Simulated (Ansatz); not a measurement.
## 1T-FeClBr monolayer in a perpendicular field

What dipole does a perpendicular field induce in the 1T-FeClBr monolayer? A positive field points along +c.

Main program and level: Ansatz 0.2.0; plane-wave DFT, PBE-D3(BJ), Ansatz PAW.

Most raw output is cut from this account.

## Step 1: Starting point

The cell holds 3 atoms: 1 Br, 1 Fe and 1 Cl. Its edges and angles: a = 3.472 Å, b = 3.472 Å, c = 36.166 Å, α = 90.0°, β = 90.0°, γ = 120.0°. Vacuum lies along c.

As a file:

```cif
data_structure
_symmetry_space_group_name_H-M 'P 1'
_symmetry_Int_Tables_number 1
_cell_length_a 3.4719
_cell_length_b 3.4719
_cell_length_c 36.1655
_cell_angle_alpha 90.000
_cell_angle_beta 90.000
_cell_angle_gamma 120.000
_cell_volume 377.54
loop_
_atom_site_label
_atom_site_type_symbol
_atom_site_fract_x
_atom_site_fract_y
_atom_site_fract_z
_atom_site_occupancy
Br1 Br 0.66667 0.33333 0.46453 1
Fe2 Fe 0.00000 0.00000 0.50462 1
Cl3 Cl 0.33333 0.66667 0.53547 1
```

## Step 2: Relaxing the slab

The starting cell is a guess, so the in-plane lattice and the atoms are relaxed first, with the slab cut off from its images along the normal.

Contents of input.yaml:

```yaml
crystal:
  lattice:
    - [3.471932, 0.0, 0.0]
    - [-1.735966, 3.0067813122, 0.0]
    - [0.0, 0.0, 36.1655211805]
  atoms:
    - { symbol: Br, position: [0.6666666667, 0.3333333333, 0.4645308419] }
    - { symbol: Fe, position: [0.0, 0.0, 0.5046249647], spin: 4.0 }
    - { symbol: Cl, position: [0.3333333333, 0.6666666667, 0.5354691581] }
  periodic: [true, true, false]
magnetization:
  spin_polarized: true
kpoints:
  mp_grid: { grid: [12, 12, 1] }
hamiltonian:
  xc: pbe
  dispersion: d3bj
scf:
  occupations: { method: fermi_dirac, width: 0.05 }
  convergence: { dr2_threshold: 1.0e-09 }
relax:
  f_tol: 0.004
  max_steps: 90
  cell: {}
output:
  write_potential: true
  write_density: true
  volumetric_format: npy
```

Started as:

```sh
> ansatz run input.yaml --threads 2 --pin off --max-ram 3072MiB --backend cpu --events-out ev --progress --plain --runs-dir out
```

Elapsed: 3 min, on 2 threads of Intel Xeon 6975P-C (Granite Rapids), shared host; peak memory 0.76 GiB; 5.6 min of CPU time.

Step by step:

```tsv
step	energy less that of the first step (eV)	largest force component (eV/Å)	volume (Å³)
1	0.0000	2.3448	377.54
2	-0.4201	0.7690	379.92
3	-0.4435	0.4497	380.23
4	-0.5634	2.7010	391.86
5	-0.2688	1.3748	430.25
6	-0.5443	0.7241	398.63
7	-0.5930	0.3478	394.87
8	-0.6065	0.0864	406.14
9	-0.6069	0.0807	405.50
10	-0.6079	0.0777	403.67
11	-0.6086	0.0284	402.36
12	-0.6087	0.0058	401.64
13	-0.6087	0.0009	401.74
14*	-0.6094	0.0010	401.74
```

Relaxation steps marked * repeat the geometry before them on a plane-wave basis chosen anew for their cell, so energy and pressure can jump there. Relaxation steps 5, 6 were tried and not accepted.

Forces are held to the 6 operations that the run works with; a distortion that breaks them can't arise in this run.

```tsv
cell as run	before	after	change
a (Å)	3.472	3.581	+3.2 %
b (Å)	3.472	3.581	+3.2 %
```

The atoms that moved most (Å, along periodic axes as changes of fractional coordinates times the final cell, across vacuum about the mean position):

```tsv
atom	dx	dy	dz	length
Cl3	0.000	0.000	0.196	0.196
Br1	0.000	0.000	-0.154	0.154
Fe2	0.000	0.000	-0.042	0.042
```

The relaxed structure:

```cif
data_structure
_symmetry_space_group_name_H-M 'P 1'
_symmetry_Int_Tables_number 1
_cell_length_a 3.5815
_cell_length_b 3.5815
_cell_length_c 36.1655
_cell_angle_alpha 90.000
_cell_angle_beta 90.000
_cell_angle_gamma 120.000
_cell_volume 401.74
loop_
_atom_site_label
_atom_site_type_symbol
_atom_site_fract_x
_atom_site_fract_y
_atom_site_fract_z
_atom_site_occupancy
Br1 Br 0.66667 0.33333 0.46029 1
Fe2 Fe 0.00000 0.00000 0.50346 1
Cl3 Cl 0.33333 0.66667 0.54088 1
```

Numbers from this step:

```yaml
energy_at_zero_smearing: -8345.4837 eV
total_moment: 4.000 μB
site_moments: 0.1742, 3.453, 0.1491 μB
```

Site moment by atom:

```tsv
atom	site moment (μB)
Br1	0.17
Fe2	3.45
Cl3	0.15
```

The lattice constant a goes from 3.472 to 3.581 Å.

## Step 3: Single point, field 0

A sawtooth potential applies the field, turning back in the middle of the vacuum. With the dipole correction the typed value is the field outside the slab. The induced dipole is small, so the SCF threshold is tight.

The cell differs from the one that the last finished run ended in (c 36.166 → 20.915 Å).

Contents of input.yaml:

```yaml
crystal:
  lattice:
    - [3.5814501453, 0.0, 0.0]
    - [-1.7907250727, 3.1016268083, 0.0]
    - [0.0, 0.0, 20.9146090558]
  atoms:
    - { symbol: Br, position: [0.6666666667, 0.3333333333, 0.4303212159], spin: 0.17 }
    - { symbol: Fe, position: [0.0, 0.0, 0.5049851227], spin: 3.45 }
    - { symbol: Cl, position: [0.3333333333, 0.6666666667, 0.5696787841], spin: 0.15 }
magnetization:
  spin_polarized: true
kpoints:
  mp_grid: { grid: [18, 18, 1] }
  band_path:
    path: [[0, 0, 0], [0.5, 0, 0], [0.33333333, 0.33333333, 0], [0, 0, 0]]
    npoints: 16
hamiltonian:
  xc: pbe
  dispersion: d3bj
scf:
  occupations: { method: fermi_dirac, width: 0.02585 }
  convergence: { dr2_threshold: 1.0e-10 }
efield:
  axis: 3
  dipole_correction: true
  ramp_position: 0.97
  ramp_width: 0.06
  amplitude: 0
output:
  dos: { projected: true, e_range: [-6, 5] }
  write_potential: true
  write_density: true
  volumetric_format: npy
  elf: true
```

Wall time 30 s (2 threads); peak memory 0.73 GiB; 55 s of CPU time.

This step gave:

```
energy at zero smearing        : -8345.4849 eV
site moments                   : 0.1745, 3.453, 0.1493 μB
work function, upper face      : 5.389 eV
work function, lower face      : 5.119 eV
dipole along the normal        : -0.01658 e·Å
step between the vacuum levels : 0.2701 eV
```

Running mean over a fixed 2.8 Å (it still follows the layers) of the planar mean; the ramp of the sawtooth is left out. Table of electron's electrostatic potential energy less the Fermi level by z:

```tsv
z (Å)	electron's electrostatic potential energy less the Fermi level (eV)
2.90	5.12
3.34	5.12
3.78	5.12
4.07	5.12
4.50	5.12
4.94	5.12
5.37	5.11
5.81	5.10
6.10	5.08
6.54	4.94
6.97	4.40
7.41	2.64
7.84	0.151
8.28	-1.84
8.57	-2.77
9.00	-4.55
9.44	-6.52
9.88	-7.44
10.31	-6.99
10.60	-6.56
11.04	-6.06
11.47	-5.18
11.91	-3.25
12.35	-1.12
12.64	0.0366
13.07	1.77
13.51	3.63
13.94	4.89
14.38	5.28
14.81	5.36
15.11	5.38
15.54	5.39
15.98	5.39
16.41	5.39
16.85	5.39
17.14	5.39
17.57	5.39
18.01	5.39
```

The density of states has structure finer than the step of the table below, so its rows give means over 0.25 eV, whole bins alone (the curve runs from -6 to 1.99 eV). Peaks (eV: height): total -5.450: 11.5, -4.870: 9.57, -3.160: 12.0, -1.200: 8.43, 0.290: 9.79, 0.590: 13.1, 1.440: 7.98; up -5.450: 10.0, -4.870: 8.71, -4.590: 6.01, -3.160: 9.99, -2.550: 5.30, -2.330: 7.18, -1.200: 8.43; down -4.070: 4.98, -3.930: 5.44, 0.290: 9.79, 0.590: 13.1, 1.250: 7.32, 1.440: 7.98, 1.580: 5.89.

Density of states against energy, zero at the Fermi level; means over each step; values in states/eV a cell:

```tsv
energy (eV)	total	up	down
-5.75	2.65	1.75	0.903
-5.50	4.18	2.69	1.50
-5.25	3.13	1.21	1.92
-5.00	3.74	1.99	1.76
-4.75	4.64	3.79	0.857
-4.50	2.40	1.69	0.713
-4.25	1.94	0.965	0.972
-4.00	4.79	1.55	3.24
-3.75	4.99	2.07	2.92
-3.50	3.25	1.66	1.59
-3.25	5.74	3.44	2.30
-3.00	5.32	2.97	2.35
-2.75	4.26	2.95	1.32
-2.50	4.39	3.83	0.561
-2.25	1.53	1.13	0.394
-2.00	0.200	0	0.200
-1.75	0.00383	0.00383	0
-1.50	2.66	2.66	0
-1.25	3.10	3.10	0
-1.00	1.94	1.94	0
-0.75	0.161	0.161	0
-0.50	0.247	0	0.247
-0.25	2.77	0	2.77
0.00	2.26	0	2.26
0.25	3.48	0	3.48
0.50	4.28	0	4.28
0.75	0	0	0
1.00	0	0	0
1.25	3.21	0	3.21
1.50	4.33	0	4.33
1.75	0.511	0	0.511
```

Projected DOS per atom over height of the atomic layer and energy from the Fermi level. Layers: Br Fe Cl from below.

Ten even steps from '0' (0.01 states/eV) to '9' (2.99 states/eV), each cell a mean:
```
000
191
030
040
090
070
040
000
331
231
000
100
372
583
672
435
527
112
366
324
426
224
```
Columns: height of the atomic layer (Å) from 9 to 11.9 (not evenly spaced); rows upwards: energy from the Fermi level (eV) from -5.96 to 1.96.

Projected DOS per atom, spin up over height of the atomic layer and energy from the Fermi level. Layers: Br Fe Cl from below.

Ten even steps from '_' (0.00 states/eV) to '@' (2.28 states/eV), each cell a mean:
```
______
______
______
______
______
______
______
______
++==::
--==::
______
______
::@@::
..@@..
::%%..
----::
::::..
....__
--%%++
__::::
--::==
::::--
```
Columns: height of the atomic layer (Å) from 9 to 11.9 (not evenly spaced); rows upwards: energy from the Fermi level (eV) from -5.96 to 1.96.

Projected DOS per atom, spin down over height of the atomic layer and energy from the Fermi level. Layers: Br Fe Cl from below.

Ten even steps from '0' (0.00 states/eV) to '9' (2.99 states/eV), each cell a mean:
```
000
191
030
040
090
070
040
000
000
000
000
000
100
401
401
213
315
001
001
203
102
001
```
Columns: height of the atomic layer (Å) from 9 to 11.9 (not evenly spaced); rows upwards: energy from the Fermi level (eV) from -5.96 to 1.96.

Deep bands are left out, so band numbers here count from the lowest band kept and differ from the log's. Electronic bands along the path, in eV, zero at the Fermi level; # counts the bands kept:

```tsv
point	up #8	up #9	up #10	up #11	down #7	down #8	down #9	down #10
Γ	-2.38	-2.38	-0.80	-0.80	-0.28	-0.28	0.32	1.55
halfway	-2.54	-2.42	-1.62	-0.99	-0.30	0.13	0.55	1.25
M	-2.92	-2.76	-1.18	-0.98	-0.43	0.30	0.59	1.47
halfway	-2.80	-2.59	-1.39	-1.19	-0.10	0.29	0.52	1.30
K	-2.64	-2.56	-1.59	-1.26	0.19	0.27	0.40	1.31
halfway	-2.65	-2.38	-1.45	-1.30	-0.06	0.03	0.57	1.24
Γ	-2.38	-2.38	-0.80	-0.80	-0.28	-0.28	0.32	1.55
```

Spin density in the ca plane at fractional y = 0.000, with atoms of Fe within 0.2 Å of it.

Values in e/Å³, 5 rows by 16 columns, each cell a mean:
```
0.0 0.0 0.0 0.0 0.0 0.0 0.1 2.0 0.1 0.0 0.0 0.0 0.0 0.0 0.0 0.0
0.0 0.0 0.0 0.0 0.0 0.0 0.0 0.1 0.0 0.0 0.0 0.0 0.0 0.0 0.0 0.0
0.0 0.0 0.0 0.0 0.0 0.0 0.0 0.0 0.0 0.0 0.0 0.0 0.0 0.0 0.0 0.0
0.0 0.0 0.0 0.0 0.0 0.0 0.0 0.2 0.0 0.0 0.0 0.0 0.0 0.0 0.0 0.0
0.0 0.0 0.0 0.0 0.0 0.0 0.2 3.5 0.2 0.0 0.0 0.0 0.0 0.0 0.0 0.0
```
Columns run along c (16.0 Å, from fractional 0.15 to 0.92 of the cell), rows up along a (3.6 Å). Atoms in or near the plane, at fractional coordinates: Fe at (0.50, 0.00).

Electrostatic potential energy in the ca plane at fractional y = 0.000, with atoms of Fe within 0.2 Å of it. With pseudopotentials it is smooth inside the atoms' cores, unlike the true potential.

Values in eV, 5 rows by 16 columns, each cell a mean:
```
  3   3   3   3   3   2  -9 -30  -9   2   3   3   3   3   3   3
  3   3   3   3   3   0  -2  -5  -2   1   3   3   3   3   3   3
  3   3   3   3   3  -3  -3   0  -2   0   3   3   3   3   3   3
  3   3   3   3   3   1  -3 -12  -3   2   3   3   3   3   3   3
  3   3   3   3   3   2 -12 -32 -12   2   3   3   3   3   3   3
```
Columns run along c (16.0 Å, from fractional 0.15 to 0.92 of the cell; values clipped at the 3rd and 97th percentile), rows up along a (3.6 Å). Atoms in or near the plane, at fractional coordinates: Fe at (0.50, 0.00).

Valence density in the ca plane at fractional y = 0.000, with atoms of Fe within 0.2 Å of it. It is the smooth field of the valence electrons, not physical close to the nuclei.

Ten steps, logarithmic in the rise over the least value, from '0' (0 e/Å³) to '9' (28 e/Å³), each cell a mean:
```
00000000000000000000013698410000000000000000
00000000000000000000011344210000000000000000
00000000000000000001111111111000000000000000
00000000000000000011211000111100000000000000
00000000000000000011211000111100000000000000
00000000000000000001111100111100000000000000
00000000000000000000111122111000000000000000
00000000000000000000012576310000000000000000
00000000000000000000013799510000000000000000
```
Columns run along c (16.0 Å, from fractional 0.09 to 0.85 of the cell), rows up along a (3.6 Å). Atoms in or near the plane, at fractional coordinates: Fe at (0.50, 0.00).

The work function of the upper face is 5.39 eV.

## Step 4: Atoms held, field 0.1 V/Å

Changes to input.yaml since step 3:

```diff
@@ -27,5 +27,4 @@
   ramp_width: 0.06
-  amplitude: 0
+  amplitude: 0.1
 output:
-  dos: { projected: true, e_range: [-6, 5] }
   write_potential: true
@@ -33,2 +32 @@
   volumetric_format: npy
-  elf: true
```

Run time: 29 s. Hardware: 2 threads; peak memory 0.75 GiB; 54 s of CPU time.

The dipole is 0.0107 e·Å, 0.0273 e·Å from its value without field.

## Step 5: Single point, field -0.1 V/Å

Changes to input.yaml since step 4:

```diff
@@ -27,3 +27,3 @@
   ramp_width: 0.06
-  amplitude: 0.1
+  amplitude: -0.1
 output:
```

Wall time 24 s (2 threads); peak memory 0.75 GiB; 46 s of CPU time.

The dipole is -0.0438 e·Å, -0.0273 e·Å from its value without field.

## Step 6: Response, atoms held

This step: plane-wave DFT, PBE-D3(BJ), Ansatz PAW; response to a field along the normal, atoms held (Ansatz 0.2.0).

The dipoles give the slope, and the difference of two potentials shows where the field is screened.

Numbers from this step:

```
equivalent conductor thickness p/(ε₀AE) : 4.441 Å
distance between the outer atoms        : 2.915 Å
```

The dipole of the cell by applied field:

```tsv
applied field (V/Å)	dipole of the cell (e·Å)
-0.1000	-0.0438
0.0000	-0.0166
0.1000	0.0107
```

The total moment stays at 4 μB for applied field from -0.1 to 0.1 V/Å.

Local field over the applied field, running mean. From the potentials at -0.1 and 0.1 V/Å; running mean over 2.5 Å. Local field over applied field against z:

```tsv
z (Å)	local field over applied field
4.07	1.000
4.50	0.999
4.94	0.998
5.37	0.994
5.81	0.983
6.25	0.958
6.68	0.901
7.12	0.798
7.55	0.659
7.99	0.506
8.42	0.354
8.86	0.231
9.30	0.159
9.73	0.133
10.17	0.127
10.75	0.141
11.18	0.169
11.62	0.218
12.05	0.306
12.49	0.431
12.93	0.577
13.36	0.722
13.80	0.847
14.23	0.931
14.67	0.973
15.11	0.990
15.54	0.997
15.98	0.999
16.41	1.000
16.85	1.000
```

Electrons, planar mean, per unit field. Table of induced electron density by z:

```tsv
z (Å)	induced electron density (e/Å³ per V/Å)
4.07	8.7e-7
4.50	2.7e-6
4.94	8.2e-6
5.37	2.4e-5
5.81	7.0e-5
6.25	1.9e-4
6.68	4.9e-4
7.12	0.00118
7.55	0.00247
7.99	0.00366
8.42	0.00248
8.86	0.00110
9.30	5.2e-4
9.73	-0.00101
10.17	-0.00125
10.75	5.6e-4
11.18	8.4e-4
11.62	-3.7e-4
12.05	-0.00143
12.49	-0.00298
12.93	-0.00338
13.36	-0.00192
13.80	-8.3e-4
14.23	-3.2e-4
14.67	-1.1e-4
15.11	-3.9e-5
15.54	-1.3e-5
15.98	-4.1e-6
16.41	-1.3e-6
16.85	-4.2e-7
```

By hand: between -0.1 and 0.1 V/Å the dipole changes by 0.05453 e·Å, a slope of 0.2726 e·Å²/V. A perfect conductor of thickness t has p = ε₀AEt, so t = 180.95 × 0.2726 / 11.108 = 4.44 Å (e/ε₀ = 180.95 V·Å, A in Å²).

The induced dipole is that of a conductor 4.44 Å thick.

## Step 7: Results

* gap without field: none
* work function, upper face: 5.39 eV
* step between the vacuum levels: 0.270 eV
* equivalent conductor thickness, atoms held: 4.44 Å

The induced dipole equals that of a perfect conductor 4.44 Å thick, while the outer atoms lie 2.91 Å apart. The two faces differ: the vacuum level above lies 0.27 eV higher than the one below. There is no gap over 0.03 eV, with or without the field. For an open d or f shell that can be the fault of a semilocal functional without a Hubbard term. The magnetic order is the one reached from the typed start; other orders were not compared. Spin-orbit coupling is left out.

[Logs are printed without paths, hosts, clocks, repeated set-up lines and the standing remarks that a program may print on its own settings, such as how far it seeks lower states.]

[Hosts, paths, dates, database ids (printed as entryN), source tags and the programs' standing remarks are cut or masked in the printed files.]

[Maps of the electrostatic potential energy from Ansatz leave out the sawtooth potential of an applied field or a dipole correction, so their vacuum need not be flat; planar profiles and work functions include it.]

[The density of states shown here was stored with 400 of the rows of the run's finer table, so its peaks can read low, often by over a quarter, or be missed, and its means over a window can be off by a tenth or more.]
